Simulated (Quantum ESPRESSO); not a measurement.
# E(q) of MnS (Alabandite) from supercells, part 2 of 2

This program has no spiral boundary conditions, so spirals of MnS (Alabandite) are built in supercells. What do they cost, in energy and in time?

Quantum ESPRESSO 7.5; LDA; plane waves with GBRV 1.5 LDA potentials, no spin-orbit coupling, flat spiral in a supercell.

So far: Starting point; Parallel moments, one cell; One turn in 2 cells along the input cell's a; One turn in 3 cells along the input cell's a.

**4. One turn in 3 cells along the input cell's a (continued)**

Valence density in the ac plane at fractional y = 0.000, with atoms of Mn within 0.2 Å of it. It is the smooth field of the valence electrons, not physical close to the nuclei.

Values in e/Å³, 6 rows by 16 columns, each cell a mean:
```
12  1  0  0  2 12  4  0  0  0  9  8  0  0  0  5
 1  0  0  0  0  1  1  0  0  0  0  1  0  0  0  0
 0  0  0  0  0  0  0  0  0  0  0  0  0  0  0  0
 0  0  0  0  0  0  0  0  0  0  0  0  0  0  0  0
 0  0  0  0  1  1  0  0  0  1  2  0  0  0  0  2
 8  0  0  0  7 12  1  0  0  2 14  4  0  0  1 11
```
Columns run along a (11.1 Å), rows up along c (3.7 Å). Atoms in or near the plane, at fractional coordinates: Mn at (0.00, 0.00), Mn at (0.33, 0.00), Mn at (0.67, 0.00).

**5. One turn in 4 cells along the input cell's a**

Neighbouring cells are turned by 90° in the xy plane; the cell holds 8 atoms.

pw.in reads:

```
&CONTROL
  calculation = 'scf'
  prefix = 'pwscf'
  outdir = './tmp'
  pseudo_dir = './pseudo'
  disk_io = 'nowf'
/
&SYSTEM
  ibrav = 0
  celldm(1) = 8
  nat = 8
  ntyp = 8
  ecutwfc = 34
  ecutrho = 238
  nbnd = 110
  occupations = 'smearing'
  smearing = 'fd'
  degauss = 0.00999582
  noncolin = .true.
  starting_magnetization(1) = 0.3
  angle1(1) = 90
  angle2(1) = 0
  starting_magnetization(2) = 0.3
  angle1(2) = 90
  angle2(2) = 90
  starting_magnetization(3) = 0.3
  angle1(3) = 90
  angle2(3) = 180
  starting_magnetization(4) = 0.3
  angle1(4) = 90
  angle2(4) = -90
  starting_magnetization(5) = 0
  starting_magnetization(6) = 0
  starting_magnetization(7) = 0
  starting_magnetization(8) = 0
/
&ELECTRONS
  conv_thr = 1.6d-08
  electron_maxstep = 150
  mixing_beta = 0.3
/
ATOMIC_SPECIES
Mn1    54.9380 mn_lda_v1.5.uspp.F.UPF
Mn2    54.9380 mn_lda_v1.5.uspp.F.UPF
Mn3    54.9380 mn_lda_v1.5.uspp.F.UPF
Mn4    54.9380 mn_lda_v1.5.uspp.F.UPF
S1     32.0600 s_lda_v1.4.uspp.F.UPF
S2     32.0600 s_lda_v1.4.uspp.F.UPF
S3     32.0600 s_lda_v1.4.uspp.F.UPF
S4     32.0600 s_lda_v1.4.uspp.F.UPF
CELL_PARAMETERS alat
   0.0000000000000    2.4677933461488    2.4677933461488
   0.6169483365372    0.0000000000000    0.6169483365372
   0.6169483365372    0.6169483365372    0.0000000000000
ATOMIC_POSITIONS crystal
Mn1     0.0000000000    0.0000000000    0.0000000000
Mn2     0.2500000000    0.0000000000    0.0000000000
Mn3     0.5000000000    0.0000000000    0.0000000000
Mn4     0.7500000000    0.0000000000    0.0000000000
S1      0.1250000000    0.5000000000    0.5000000000
S2      0.3750000000    0.5000000000    0.5000000000
S3      0.6250000000    0.5000000000    0.5000000000
S4      0.8750000000    0.5000000000    0.5000000000
K_POINTS automatic
3 6 6 0 0 0
```

The run is started by

```sh
OMP_NUM_THREADS=1 mpirun -n 2 pw.x -nk 2 -in pw.in > pw.out
```

The log of the run:

```text
     [... lines left out ...]
Program PWSCF v.7.5 starts
     [... lines left out ...]
     number of atoms/cell      =            8
     [... lines left out ...]
     number of electrons       =        84.00
     number of Kohn-Sham states=          110
     kinetic-energy cutoff     =      34.0000  Ry
     charge density cutoff     =     238.0000  Ry
     scf convergence threshold =      1.6E-08
     [... lines left out ...]
     Noncollinear calculation without spin-orbit
     [... lines left out ...]
     No symmetry found
     [... lines left out ...]
     number of k points=   108  Fermi-Dirac smearing, width (Ry)=  0.0100
     [... lines left out ...]
     iteration # 16     ecut=    34.00 Ry     beta= 0.30
     [... lines left out ...]
     atom number    1 relative position :    0.0000   0.0000   0.0000
     [... lines left out ...]
     magnetization :          4.067421    0.000157   -0.000065
     [... lines left out ...]
     atom number    2 relative position :    0.0000   0.6169   0.6169
[...]
magnetization :          0.000068    4.067415   -0.000071
[...]
atom number    3 relative position :    0.0000   1.2339   1.2339
[...]
magnetization :         -4.067424   -0.000014   -0.000071
[...]
atom number    4 relative position :    0.0000   1.8508   1.8508
[...]
magnetization :         -0.000040   -4.067425   -0.000025
     [... lines left out ...]
     atom number    5 relative position :    0.6169   0.6169   0.6169
     [... lines left out ...]
     magnetization :          0.064460    0.064464   -0.000002
     [... lines left out ...]
     atom number    6 relative position :    0.6169   1.2339   1.2339
     [... lines left out ...]
     magnetization :         -0.064456    0.064461   -0.000003
     [... lines left out ...]
     atom number    7 relative position :    0.6169   1.8508   1.8508
     [... lines left out ...]
     magnetization :         -0.064459   -0.064458   -0.000002
     [... lines left out ...]
     atom number    8 relative position :    0.6169   2.4678   2.4678
     [... lines left out ...]
     magnetization :          0.064459   -0.064455   -0.000002
     [... lines left out ...]
     the Fermi energy is     9.7222 ev
!    total energy              =    -941.24381491 Ry
     estimated scf accuracy    <          5.9E-10 Ry
     smearing contrib. (-TS)   =      -0.01332296 Ry
     [... lines left out ...]
     total magnetization       =     0.00     0.00    -0.00 Bohr mag/cell
     absolute magnetization    =    17.84 Bohr mag/cell
     convergence has been achieved in  16 iterations
```

It took 12 min on 2 MPI ranks of Intel Xeon 6975P-C (Granite Rapids), shared host; peak memory 1.7 GiB; 25 min of CPU time.

Numbers from this step:

* smearing term TS: 0.1813 eV
* magnetization: 0, 0, 0 μB
* absolute magnetization: 17.84 μB
* final state: non-collinear
* largest moment: 4.067 μB

**6. E(q)**

Spirals:

| q along the reciprocal vector | energy less that at q = 0 (meV a seeded atom) | largest site moment (μB) | typed angles kept | CPU time (s) |
| --- | --- | --- | --- | --- |
| 0 | 0 | 4.052 | yes | 37.17 |
| 0.25 | -40.59 | 4.067 | yes | 1479 |
| 0.3333 | -57.29 | 4.081 | yes | 809.3 |
| 0.5 | -73.98 | 4.087 | yes | 238.9 |

Energy less that at q = 0, self-consistent against path:

| path (Å⁻¹) | energy less that at q = 0, self-consistent (meV a seeded atom) |
| --- | --- |
| 0.000 | 0 |
| 0.521 | -40.6 |
| 0.694 | -57.3 |
| 1.042 | -74.0 |

**7. What came out**

```
lowest point  : q = 0.5 along a*, -74.0 meV a seeded atom
highest point : q = 0, 0 meV a seeded atom
```

The state at q = 0.5 lies 74 meV a seeded atom under the parallel one, with neighbouring cells opposed. The moment changes by 0.85 % between the spirals. The cell of 4 repeats took 40 times the CPU time of the single cell, though its mesh is shorter in proportion. Here a and a* are vectors of the cell in the input, which need not be the conventional cell, and only this direction was probed. The mesh is coarse, so differences of some ten meV can be noise in a metal. Energies are free energies at an electronic temperature of 1580 K, which lowers moments and differences where the moments are itinerant. No Hubbard term acts here. In such compounds local and semilocal functionals without one often delocalise the d electrons, and can shrink or lose moments and miss the size, sign and order of the couplings. The cutoff lies under the 40 Ry that these files are usually run at.

[Logs and program files are shortened in this print: banners, set-up blocks, solver, clock and traceback lines can be left out without a mark of their own.]

[Logs are printed without paths, hosts, clocks, repeated set-up lines and the standing remarks that a program may print on its own settings, such as how far it seeks lower states.]

[Hosts, paths, dates, database ids (printed as entryN), source tags and the programs' standing remarks are cut or masked in the printed files.]

[Where a cell is said to come from a database of computed structures, the database is the Materials Project.]
